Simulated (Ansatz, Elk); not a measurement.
## Bonding as seen by X-rays: BaSc3

Structure refinements treat a crystal as free atoms side by side. For a made-up structure of BaSc3 (cell and positions from a PBE relaxation) the runs below show what the calculated density changes in F(hkl).

Program: Elk 11.2.3 (patched build). Level of theory: DFT, PBE, all-electron APW+lo, Dirac cores, scalar-relativistic bands, static density, no spin. Results are calculated unless marked as measured.

The structure was built from a prototype and need not be the compound's stable phase.

### Step 1. Starting point

The structure is cubic, space group Pm-3m (No. 221). Conventional cell: a = 4.950 Å, b = 4.950 Å, c = 4.950 Å, α = 90.00°, β = 90.00°, γ = 90.00°. Nearest to Ba lie 12 Sc at 3.50 Å. Sc has 4 Ba at 3.50 Å and 8 Sc at 3.50 Å nearest. Farther neighbours are not listed.

### Step 2. Ground state and structure factors

An all-electron density is needed, since X-rays see the cores too. Task 0 finds the density and task 195 Fourier-transforms it; tshift is off so that phases refer to the origin typed.

File elk.in:

```
tasks
  0
  195

xctype
  20

spinpol
  .false.

rgkmax
  7.0

gmaxvr
  14.0

lmaxo
  7

lmaxapw
  8

swidth
  0.002

tshift
  .false.

hmaxvr
  5.5

maxscl
  120

epspot
  1e-06

sppath
  './'

avec
  9.35368654986 -0.00000000000 -0.00000000000
  -0.00000000000 9.35368654986 0.00000000000
  -0.00000000000 0.00000000000 9.35368654986

atoms
  2
  'Ba.in'
  1
  -0.0000000000 0.0000000000 -0.0000000000   0.000000 0.000000 0.000000
  'Sc.in'
  3
  0.5000000000 0.0000000000 0.5000000000   0.000000 0.000000 0.000000
  0.5000000000 0.5000000000 0.0000000000   0.000000 0.000000 0.000000
  0.0000000000 0.5000000000 0.5000000000   0.000000 0.000000 0.000000

ngridk
  5 5 5
```

The run is started by

```bash
OMP_NUM_THREADS=4 elk
```

Numbers of over 12 decimals in the logs are rounded to 6 here.

The program printed:

```text
┌─────────────────────────┐
│ Elk code version 11.2.3 │
└─────────────────────────┘

All units are atomic (Hartree, Bohr, etc.)

┌─────────────────────────────────────────────────┐
│ Ground-state run starting from atomic densities │
└─────────────────────────────────────────────────┘

Lattice vectors :
   9.353686550      -0.000000000      -0.000000000
  -0.000000000       9.353686550       0.000000000
  -0.000000000       0.000000000       9.353686550

Reciprocal lattice vectors :
  0.6717335752       0.000000000       0.000000000
   0.000000000      0.6717335752       0.000000000
   0.000000000       0.000000000      0.6717335752

Unit cell volume      :    818.3676185
Brillouin zone volume :   0.3031036515

Muffin-tin inner radius fraction :   0.1000000000E-01

Nuclei treated as point charges

Species : 1 (Ba)
 parameters loaded from : Ba.in
 name : barium
 nuclear charge    :   -56.00000000
 electronic charge :    56.00000000
 atomic mass :    250331.8071
 muffin-tin radius :    2.800000000
 number of radial points in muffin-tin :   1393
 inner part over the whole radius :   0.9950032293E-02
 number on inner part of muffin-tin    :    996
 approximate nuclear radius :   0.9171481901E-04
 number of mesh points to nuclear radius :    504
 atomic positions (lattice), magnetic fields (Cartesian) :
  1 :   0.00000000  0.00000000  0.00000000    0.00000000  0.00000000  0.00000000

Species : 2 (Sc)
 parameters loaded from : Sc.in
 name : scandium
 nuclear charge    :   -21.00000000
 electronic charge :    21.00000000
 atomic mass :    81949.61073
 muffin-tin radius :    2.400000000
 number of radial points in muffin-tin :    993
 inner part over the whole radius :   0.9898716403E-02
 number on inner part of muffin-tin    :    698
 approximate nuclear radius :   0.6711386133E-04
 number of mesh points to nuclear radius :    323
 atomic positions (lattice), magnetic fields (Cartesian) :
  1 :   0.50000000  0.00000000  0.50000000    0.00000000  0.00000000  0.00000000
  2 :   0.50000000  0.50000000  0.00000000    0.00000000  0.00000000  0.00000000
  3 :   0.00000000  0.50000000  0.50000000    0.00000000  0.00000000  0.00000000

Total number of atoms per unit cell :    4
Total muffin-tin volume :    265.6698299
 ratio of muffin-tin to unit cell volume :   0.3246338491

Spin treatment :
 spin-unpolarised

Number of Bravais lattice symmetries :   48
Number of crystal symmetries         :   48
Crystal has inversion symmetry
Real symmetric eigensolver will be used

k-point grid :      5     5     5
k-point offset :    0.000000000       0.000000000       0.000000000
k-point set is reduced with full crystal symmetry group
Total number of k-points :       10

Muffin-tin radius times maximum |G+k| :    7.000000000
 using average radius
Maximum |G+k| for APW functions       :    2.800000000
Maximum (1/2)|G+k|²                   :    3.920000000
Maximum |G| for potential and density :    14.00000000
Constant for pseudocharge density :   10
 order of it for each species :   17  17
 order of it for pair densities of each species (exact exchange by exxq0 0: 18) :   12   9
Radial integration step length :    1

G-vector grid sizes :     42    42    42
Number of G-vectors :    37993

Maximum angular momentum used for
 APW functions            :    8
 outer part of muffin-tin :    7
 inner part of muffin-tin :    2

Total nuclear charge    :   -119.0000000
Total core charge       :    66.00000000
Total valence charge    :    53.00000000
Total excess charge     :    0.000000000
Total electronic charge :    119.0000000

Effective Wigner radius, rₛ :    1.179698305

Number of empty states         :     16
Total number of valence states :     43
Total number of core states    :     66

Third-order local-orbitals added for an l without core states : T
Total number of local-orbitals :     72

Exchange-correlation functional :     20     0     0
 Perdew-Burke-Ernzerhof, Phys. Rev. Lett. 77, 3865 (1996)
 gradient requirement :    1
[...]
Madelung                    :     -12643.759342551
 xc potential                :     -414.37255856610
 exchange                    :     -309.56061176778
 correlation                 :     -5.720811
 electron entropic           :    -0.31665585883804E-02
 total energy                :     -10432.731193079

Density of states at Fermi energy :    253.0464429
 (states/Hartree/unit cell)

Estimated indirect band gap :   0.4259165559E-02
 from k-point 7 to k-point 3
Estimated direct band gap   :   0.5745572405E-02
 at k-point 5

Charges :
 core                        :    66.00000000
 valence                     :    53.00000000
 interstitial                :    8.475327100
 muffin-tins (core leakage)
  species : 1 (Ba)
   atom 1                    :    54.03339995     (  0.5198445216E-05)
  species : 2 (Sc)
   atom 1                    :    18.83042432     ( -0.2163066419E-06)
[...]
total in muffin-tins        :    110.5246729
 total calculated charge     :    119.0001753
 total charge                :    119.0000000
 error                       :   0.1753356564E-03

RMS change in Kohn-Sham potential (target) :   0.2348973459     (  0.1000000000E-05)
Absolute change in total energy (target)   :   0.5323931056E-01 (  0.1000000000E-03)

[... loops 3 to 14 left out ...]

┌──────────────────┐
│ Loop number : 15 │
└──────────────────┘

Energies :
 Fermi                       :     0.209022
 sum of occupied eigenvalues :     -6352.8642692330
 electron kinetic            :      11000.486643173
 core electron kinetic       :      10568.285950312
 Coulomb                     :     -21116.901818289
 Coulomb potential           :     -16942.529474134
 nuclear-nuclear             :     -978.39142150215
 electron-nuclear            :     -23352.798939465
 Hartree                     :      3214.2885426778
 Madelung                    :     -12645.637081222
 xc potential                :     -410.82143827164
 exchange                    :     -309.84860515446
 correlation                 :     -5.717880
 electron entropic           :    -0.36169436954781E-02
 total energy                :     -10431.985277363

Density of states at Fermi energy :    290.1030984
 (states/Hartree/unit cell)

Estimated indirect band gap :   0.1657578216E-02
 from k-point 3 to k-point 8
Estimated direct band gap   :   0.1997038781E-02
 at k-point 3

Charges :
 core                        :    66.00000000
 valence                     :    53.00000000
 interstitial                :    8.066439401
 muffin-tins (core leakage)
  species : 1 (Ba)
[...]
species : 2 (Sc)
[...]
total in muffin-tins        :    110.9335606
 total calculated charge     :    119.0001776
 total charge                :    119.0000000
 error                       :   0.1775816830E-03

RMS change in Kohn-Sham potential (target) :   0.2160946658E-06 (  0.1000000000E-05)
Absolute change in total energy (target)   :   0.6140219739E-04 (  0.1000000000E-03)

Convergence targets achieved

┌──────────────────┐
│ Loop number : 16 │
└──────────────────┘

Energies :
 Fermi                       :     0.209022
 sum of occupied eigenvalues :     -6352.8642563312
 electron kinetic            :      11000.486656648
 core electron kinetic       :      10568.285957645
 Coulomb                     :     -21116.901817903
 Coulomb potential           :     -16942.529470625
 nuclear-nuclear             :     -978.39142150215
 electron-nuclear            :     -23352.798941228
 Hartree                     :      3214.2885448271
 Madelung                    :     -12645.637082591
 xc potential                :     -410.82144235424
 exchange                    :     -309.84860506111
 correlation                 :     -5.717880
 electron entropic           :    -0.36169453375136E-02
 total energy                :     -10431.985263396

Density of states at Fermi energy :    290.1032632
 (states/Hartree/unit cell)

Estimated indirect band gap :   0.1657580491E-02
 from k-point 3 to k-point 8
Estimated direct band gap   :   0.1997040640E-02
 at k-point 3

Charges :
 core                        :    66.00000000
 valence                     :    53.00000000
 interstitial                :    8.066439148
 muffin-tins (core leakage)
  species : 1 (Ba)
[...]
species : 2 (Sc)
   atom 1                    :    19.01952805     ( -0.2163519461E-06)
   atom 2                    :    19.01952805     ( -0.2163519461E-06)
   atom 3                    :    19.01952805     ( -0.2163519461E-06)
 total in muffin-tins        :    110.9335609
 total calculated charge     :    119.0001776
 total charge                :    119.0000000
 error                       :   0.1775817197E-03

┌──────────────────────────────┐
│ Self-consistent loop stopped │
└──────────────────────────────┘

Wrote STATE.OUT
```

The job ended after 19 s (4 threads of Arm Neoverse V2, shared host; peak memory 0.22 GiB).

SFACRHO.OUT:

```text

h k l indices transformed by vhmat matrix:
   1.000000000       0.000000000       0.000000000    
   0.000000000       1.000000000       0.000000000    
   0.000000000       0.000000000       1.000000000    

      h      k      l  multipl.   |H|            Re(F)            Im(F)           |F|

      0      0      0      1   0.0000000       119.00000      0.20790080E-16   119.00000    
      0      0      1      6  0.67173358       32.867727      0.43084090E-14   32.867727    
      0     -1      1     12  0.94997473       31.544604      0.62881706E-15   31.544604    
     -1     -1     -1      8   1.1634767       93.443915      0.11719035E-13   93.443915    
      0      0     -2      6   1.3434672       89.386025      0.68303543E-14   89.386025    
     -1     -2      0     24   1.5020419       28.616251     -0.35006324E-14   28.616251    
     -2      1      1     24   1.6454045       27.802644     -0.68163676E-14   27.802644    
     -2      2      0     12   1.8999495       77.786684     -0.11638784E-14   77.786684    
     -2      1     -2     24   2.0152007       26.015571      0.29889427E-14   26.015571    
     -3      0      0      6   2.0152007       26.007925     -0.89297392E-14   26.007925    
      0      3     -1     24   2.1242081       25.593863      0.78222533E-16   25.593863    
      3     -1      1     24   2.2278882       71.579595     -0.80721611E-14   71.579595    
      2      2      2      8   2.3269534       69.875377     -0.16620467E-13   69.875377    
      0      3     -2     24   2.4219698       24.453328      0.83476147E-14   24.453328    
     -3      1      2     48   2.5133969       24.131799      0.53281734E-14   24.131799    
      4      0      0      6   2.6869343       64.145039     -0.10117653E-13   64.145039    
     -1      0      4     24   2.7696285       23.227654     -0.24354686E-14   23.227654    
      2     -3     -2     24   2.7696285       23.199379     -0.80728464E-14   23.199379
```

Elk indexes on the primitive cell of elk.in and gives |H| = 4π sin θ/λ in inverse bohr. Below, one row stands for each form hkl of the conventional cell (m members, Friedel mates merged), F is for one primitive cell and the density is static (no thermal factor). Free-atom factors are Waasmaier and Kirfel's, and R is Σm||F|−|F'||/Σm|F|.

| hkl | m | sin θ/λ (Å⁻¹) | abs F, DFT | neutral atoms | diff. |
| --- | --- | --- | --- | --- | --- |
| 100 | 6 | 0.101 | 32.868 | 32.730 | +0.138 |
| 110 | 12 | 0.143 | 31.545 | 31.433 | +0.111 |
| 111 | 8 | 0.175 | 93.444 | 93.840 | -0.396 |
| 200 | 6 | 0.202 | 89.386 | 89.683 | -0.297 |
| 210 | 24 | 0.226 | 28.616 | 28.538 | +0.079 |
| 211 | 24 | 0.247 | 27.803 | 27.801 | +0.002 |
| 220 | 12 | 0.286 | 77.787 | 77.731 | +0.055 |
| 221 | 24 | 0.303 | 26.016 | 26.079 | -0.064 |
| 300 | 6 | 0.303 | 26.008 | 26.079 | -0.072 |
| 310 | 24 | 0.319 | 25.594 | 25.623 | -0.029 |
| 311 | 24 | 0.335 | 71.580 | 71.544 | +0.035 |
| 222 | 8 | 0.350 | 69.875 | 69.818 | +0.057 |
| 320 | 24 | 0.364 | 24.453 | 24.468 | -0.015 |
| 321 | 48 | 0.378 | 24.132 | 24.133 | -0.001 |

### Step 3. Outcome

```json
{"R against neutral atoms, sin θ/λ < 0.3 Å⁻¹": "0.23 %", "R against neutral atoms, 0.3 to 0.83 Å⁻¹": "0.14 %"}
```

In words: Independent neutral atoms miss the calculated amplitudes by R = 0.23 % below 0.3 Å⁻¹ and 0.14 % from there to 0.83 Å⁻¹; by shells, 0.38 % below 0.15 Å⁻¹ (2 forms), 0.21 % 0.15 to 0.3 (5 forms), 0.10 % 0.3 to 0.45 (13 forms), 0.15 % above 0.45 (66 forms). Bonding, aspherical density and the tables' own atoms all enter these figures, and the runs don't part them. The largest change of an amplitude is -0.40 electrons, at 111. The basis has no finished test. The k-mesh has no finished test. Part of the difference isn't bonding: the tables are fits to free atoms and ions calculated by other methods than this functional. Thermal motion, anomalous dispersion and extinction are left out.

[Logs are printed without paths, hosts, clocks, repeated set-up lines and the standing remarks that a program may print on its own settings, such as how far it seeks lower states.]

[Hosts, paths, dates, database ids (printed as entryN), source tags and the programs' standing remarks are cut or masked in the printed files.]
